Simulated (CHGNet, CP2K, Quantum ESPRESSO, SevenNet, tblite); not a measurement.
# Counterpoise by hand: 2H-MoTe2/1T-ZrS2 heterobilayer (75 atoms), CP2K double zeta, PBE+D3(BJ)

The cell holds 75 atoms (13 Mo, 26 Te, 12 Zr and 24 S). Recipe: 13 cells of 2H-MoTe2 (a = 3.52 Å, strained -0.05 %) and 12 cells of 1T-ZrS2 (a = 3.66 Å, +0.05 %) on one hexagonal cell, twist 16.10 deg; facing planes 3.29 Å apart; 14 Å of vacuum; displaced by a Gaussian of 0.01 Å.

Calculated with CP2K 2026.2: PBE+D3(BJ); DZVP-MOLOPT-SR, GTH-PBE potentials, 600 Ry; k-points Γ. All runs use one cell and frozen positions; the face is 139.4 Å².

| run | free energy (eV) |
| --- | --- |
| whole cell | -52058.488 |
| lower part alone | -29935.698 |
| upper part alone | -22118.728 |
| lower part, with the upper part's basis functions | -29935.808 |
| upper part, with the lower part's basis functions | -22119.054 |

**Question.** Find the interaction energy per area with and without counterpoise, and the basis set superposition error of each part.

**Working.**

Uncorrected: -52058.488 − (-29935.698) − (-22118.728) = -4.062 eV, or -29.1 meV/Å².

The added functions change the lower part by -29935.808 − (-29935.698) = -0.110 eV and the upper part by -22119.054 − (-22118.728) = -0.326 eV, both downwards, as a larger basis should.

Counterpoise: -52058.488 − (-29935.808) − (-22119.054) = -3.626 eV, or -26.0 meV/Å².

A plane-wave run of the same three cells (Quantum ESPRESSO, PBE+D3(BJ); plane waves, SSSP efficiency, 45/360 Ry; k-points Γ), whose basis doesn't follow the atoms, gives -3.613 eV, or -25.9 meV/Å². The uncorrected value lies 3.2 meV/Å² from it and the corrected one 0.1, on the same side.

Limits: the two programs also differ in potentials, and the geometry isn't a DFT minimum.

[Hosts, paths, dates, database ids (printed as entryN), source tags and the programs' standing remarks are cut or masked in the printed files.]
